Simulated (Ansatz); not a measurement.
# Ag (Fm-3m): phonon-mediated transition temperature, part 2 of 2

Aim: the phonon-mediated transition temperature of Ag (Fm-3m) at ambient pressure, over a range of μ*. The cell shown first is a relaxed one, from steps not shown here.

Ansatz 0.2.0; DFT PBE, scalar-relativistic, plane waves, PAW; PAW set soft_1.

So far, highest frequency, solved or plainly interpolated (cm⁻¹): step 2 (coupling and resistivity: q 4×4×4, k 16×16×16, scattering …) 157; step 3 (k-mesh 20×20×20, scattering mesh 32×32×32) 157.

**4. Electron–phonon run: q 8×8×8, k 24×24×24, scattering 40×40×40**

The next rung changes the q mesh, which sets the reach of the force constants and couplings; the k mesh of the density and its response; the scattering mesh, which samples the Fermi surface.

input.yaml

```yaml
crystal:
  lattice:
    - [0.0, 2.0756899872, 2.0756899872]
    - [2.0756899872, 0.0, 2.0756899872]
    - [2.0756899872, 2.0756899872, 0.0]
  atoms:
    - { symbol: Ag, position: [0.0, 0.0, 0.0] }
kpoints:
  mp_grid: { grid: [24, 24, 24] }
hamiltonian:
  xc: pbe
  pseudopotentials: { kind: paw, azcp: { folder: soft_1 } }
scf:
  occupations: { method: methfessel_paxton, width: 0.2 }
output:
  eigenvalues: true
phonons:
  method: dfpt
  qmesh: [8, 8, 8]
  temperatures: { t_max: 1000, t_step: 50 }
  qpath:
    path:
      - [[0.0, 0.0, 0.0], [0.5, 0.0, 0.5], [0.625, 0.25, 0.625]]
      - [[0.375, 0.375, 0.75], [0.0, 0.0, 0.0], [0.5, 0.5, 0.5], [0.5, 0.25, 0.75], [0.5, 0.0, 0.5]]
    npoints: 6
  electrical_resistivity:
    mesh: [40, 40, 40]
    temperatures: [20.0, 50.0, 80.0, 100.0, 150.0, 200.0, 273.0, 300.0, 400.0, 500.0, 600.0, 800.0]
  superconductivity: { mesh: [40, 40, 40] }
```

Command:

```console
$ ansatz run input.yaml --threads 16 --pin off --max-ram 92160MiB --backend cuda --events-out ev --progress --plain --runs-dir out --max-vram 78GiB
```

Numbers of over 12 decimals in the logs are rounded to 6 here.

Log:

```text
[...]
Crystal: 1 atoms, lattice volume = 17.886 Å³
Basis set: ecut = 420 eV, 339 PW (Γ), exchange–correlation on 40×40×40 points (8 copies of the dense FFT grid, shifted against one another)
Bands: 14, of which v1, the nominal top of the filled ones, is band 10 counted from 1 (9 counted from 0)
Symmetry: 48 space group operations
k-points: 413 of 13824
[...]
SCF iter   1: F=—  HF=-7590.845443 eV  |F-HF|=—  |Δ(HF+E_count)|=         —  Δρ=6.70e-2  dr2=8.77e-1  ethr=3.10e-3  ⟨swp⟩=4.1  Hψ=28179  notcnv=0
[...]
SCF iter   2: F=—  HF=-7590.641074 eV  |F-HF|=—  |Δ(HF+E_count)|=   2.04e-1  S|Δr|=    0.00e0  Δρ=2.29e-2  dr2=1.04e-1  ethr=3.10e-3  ⟨swp⟩=2.6  Hψ=11788  notcnv=0
[...]
SCF iter   7: F=-7590.615702 eV  HF=-7590.615702 eV  |F-HF|=7.28e-12  |Δ(HF+E_count)|=  6.18e-10  S|Δr|=    0.00e0  Δρ=2.71e-7  dr2=4.12e-12  ethr=1.00e-12  ⟨swp⟩=4.7  Hψ=27461  notcnv=0
SCF 1 converged in 7 iterations: F = -7590.615702 eV  dr2 = 4.12e-12
[...]
SCF 2 converged in 7 iterations: F = -7590.615702 eV  dr2 = 4.14e-12
[...]
SCF converged after 7 iterations
[...]
not converged in the mesh (λ; λ_tr; the resistivity at 20 K by 4.79 %): between neighbouring meshes, the two finest first, λ moves by 1.72 % and 0.08 %, λ_tr by 2.45 % and 2.09 % and the resistivity by up to 4.79 % and 2.05 %; an estimate, no bound, puts it up to 7.1e-7 % above the Boltzmann equation's exact value after up to 5 iterations (at most 30 are made, fewer where the estimate is under 1.0e-6 % of each spin channel's own resistivity)
  vibrations of 512 cells: unjudged by the run; compare a larger repeat
[...]
--- Superconductivity: potentials and phonons of a 8×8×8 supercell ---
           mesh         λ    ħω_log (meV)  μ* declared at (meV)
       40×40×40    0.1442          11.661               13.101
       20×20×20    0.1467          11.616               13.045
       10×10×10    0.1466          11.719               13.054
  λ by the species' shares of the modes' patterns: Ag 0.1442
[...]
0.08      0.000         0.000    none_found    none_found    none_found    none_found     none_found
      0.10      0.000         0.000    none_found    none_found    none_found    none_found     none_found
      0.12      0.000         0.000    none_found    none_found    none_found    none_found     none_found
      0.13      0.000         0.000    none_found    none_found    none_found    none_found     none_found
      0.14          -             -    none_found    none_found    none_found    none_found     none_found
      0.16          -             -    none_found    none_found    none_found    none_found     none_found
      0.20          -             -    none_found    none_found    none_found    none_found     none_found
  none_found: no transition down to 0.1 K
[...]
vibrations of 512 cells: unjudged by the run; compare a larger repeat
[...]
```

Run time: 2.6 min. Hardware: 1 × NVIDIA GB200 with 16 threads of Arm Neoverse V2, shared host; peak memory 7.8 GiB.

Numbers from this step:

```yaml
zero_point_energy: 0.01899 eV/cell
highest_frequency_solved_or_plainly_interpolated: 157.7 cm⁻¹
resistivity_at_300_k: 1.929 μΩ cm
coupling_constant_lambda: 0.1442
density_of_states_at_the_fermi_level: 0.1382 states/eV a spin and cell
log_mean_phonon_energy_omega_log: 11.66 meV
transport_coupling_constant_lambda_tr: 0.1319, 0.1319, 0.1319 (xx, yy, zz)
drude_plasma_energy: 8.959, 8.959, 8.959 eV (xx, yy, zz)
resistivity_times_mean_free_path: 8.701, 8.701, 8.701 × 10⁻¹⁶ Ω m² (xx, yy, zz)
second_moment_phonon_energy_omega: 13.10 meV
coupling_lambda_by_branch: 0.0405, 0.0551, 0.0487 (branches by rank of frequency)
```

An empty cell: under 1 mK by a formula, or no transition down to the floor of the Eliashberg search. Transition temperatures:

```tsv
μ*	McMillan Tc (K)	Allen–Dynes Tc (K)
0.08	-	-
0.1	-	-
0.12	-	-
0.13	-	-
0.14	-	-
0.16	-	-
0.2	-	-
```

Eliashberg function α²F against phonon energy; read off at these points:

```tsv
phonon energy (meV)	α²F	α²F tr
1.0	2.0e-4	0
2.0	0.00106	1.6e-4
3.0	0.00234	7.1e-4
4.0	0.00420	0.00173
5.0	0.00656	0.00358
6.0	0.00974	0.00664
7.0	0.0152	0.0138
8.0	0.0236	0.0258
9.0	0.0428	0.0554
10.0	0.0513	0.0634
11.0	0.0784	0.0906
12.0	0.122	0.125
12.2	0.125	0.124
13.0	0.0749	0.0713
14.0	0.0816	0.0634
15.0	0.0710	0.0496
16.0	0.0246	0.0155
17.0	0.128	0.0927
17.8	0.153	0.121
18.0	0.134	0.109
19.0	0.0402	0.0333
```

Twice the integral of α²F/ω over this curve gives λ = 0.14, half of it from below 12.5 meV. The most distinct maxima of the Eliashberg function α²F (α²F) lie at 12.16 and 17.82 meV, the highest at 17.8 meV.

**5. What came out**

| Quantity | Value |
| --- | --- |
| meshes | q 8×8×8, k 24×24×24, scattering 40×40×40 |
| coupling constant λ | 0.144 |
| log mean phonon energy ħω_log | 11.7 meV |

In words: In the last run (PBE, q 8×8×8, k 24×24×24, scattering 40×40×40), with λ = 0.14 and ħω_log = 11.7 meV, Tc at μ* = 0.13 is under 1 mK by the formulas. Wikipedia's list of superconducting elements holds no transition of Ag at normal pressure, in line with the calculation. In that run Allen and Dynes's formula gives no transition above 0.05 K at μ* = 0.10 or more. By the run's own test λ is not converged in the fine mesh: it moves by 2 % between the two finest. The run's transport test calls it not converged in the mesh. Over the runs, λ takes the values 0.142, 0.144 and 0.144, in the order shown. μ* is a typed number, phonons are harmonic, and spin fluctuations are left out; with λ this near or under μ*(1 + 0.62 λ), the formulas give Tc only to its order of magnitude, or none.

[Logs are printed without paths, hosts, clocks, repeated set-up lines and the standing remarks that a program may print on its own settings, such as how far it seeks lower states.]

[Hosts, paths, dates, database ids (printed as entryN), source tags and the programs' standing remarks are cut or masked in the printed files.]
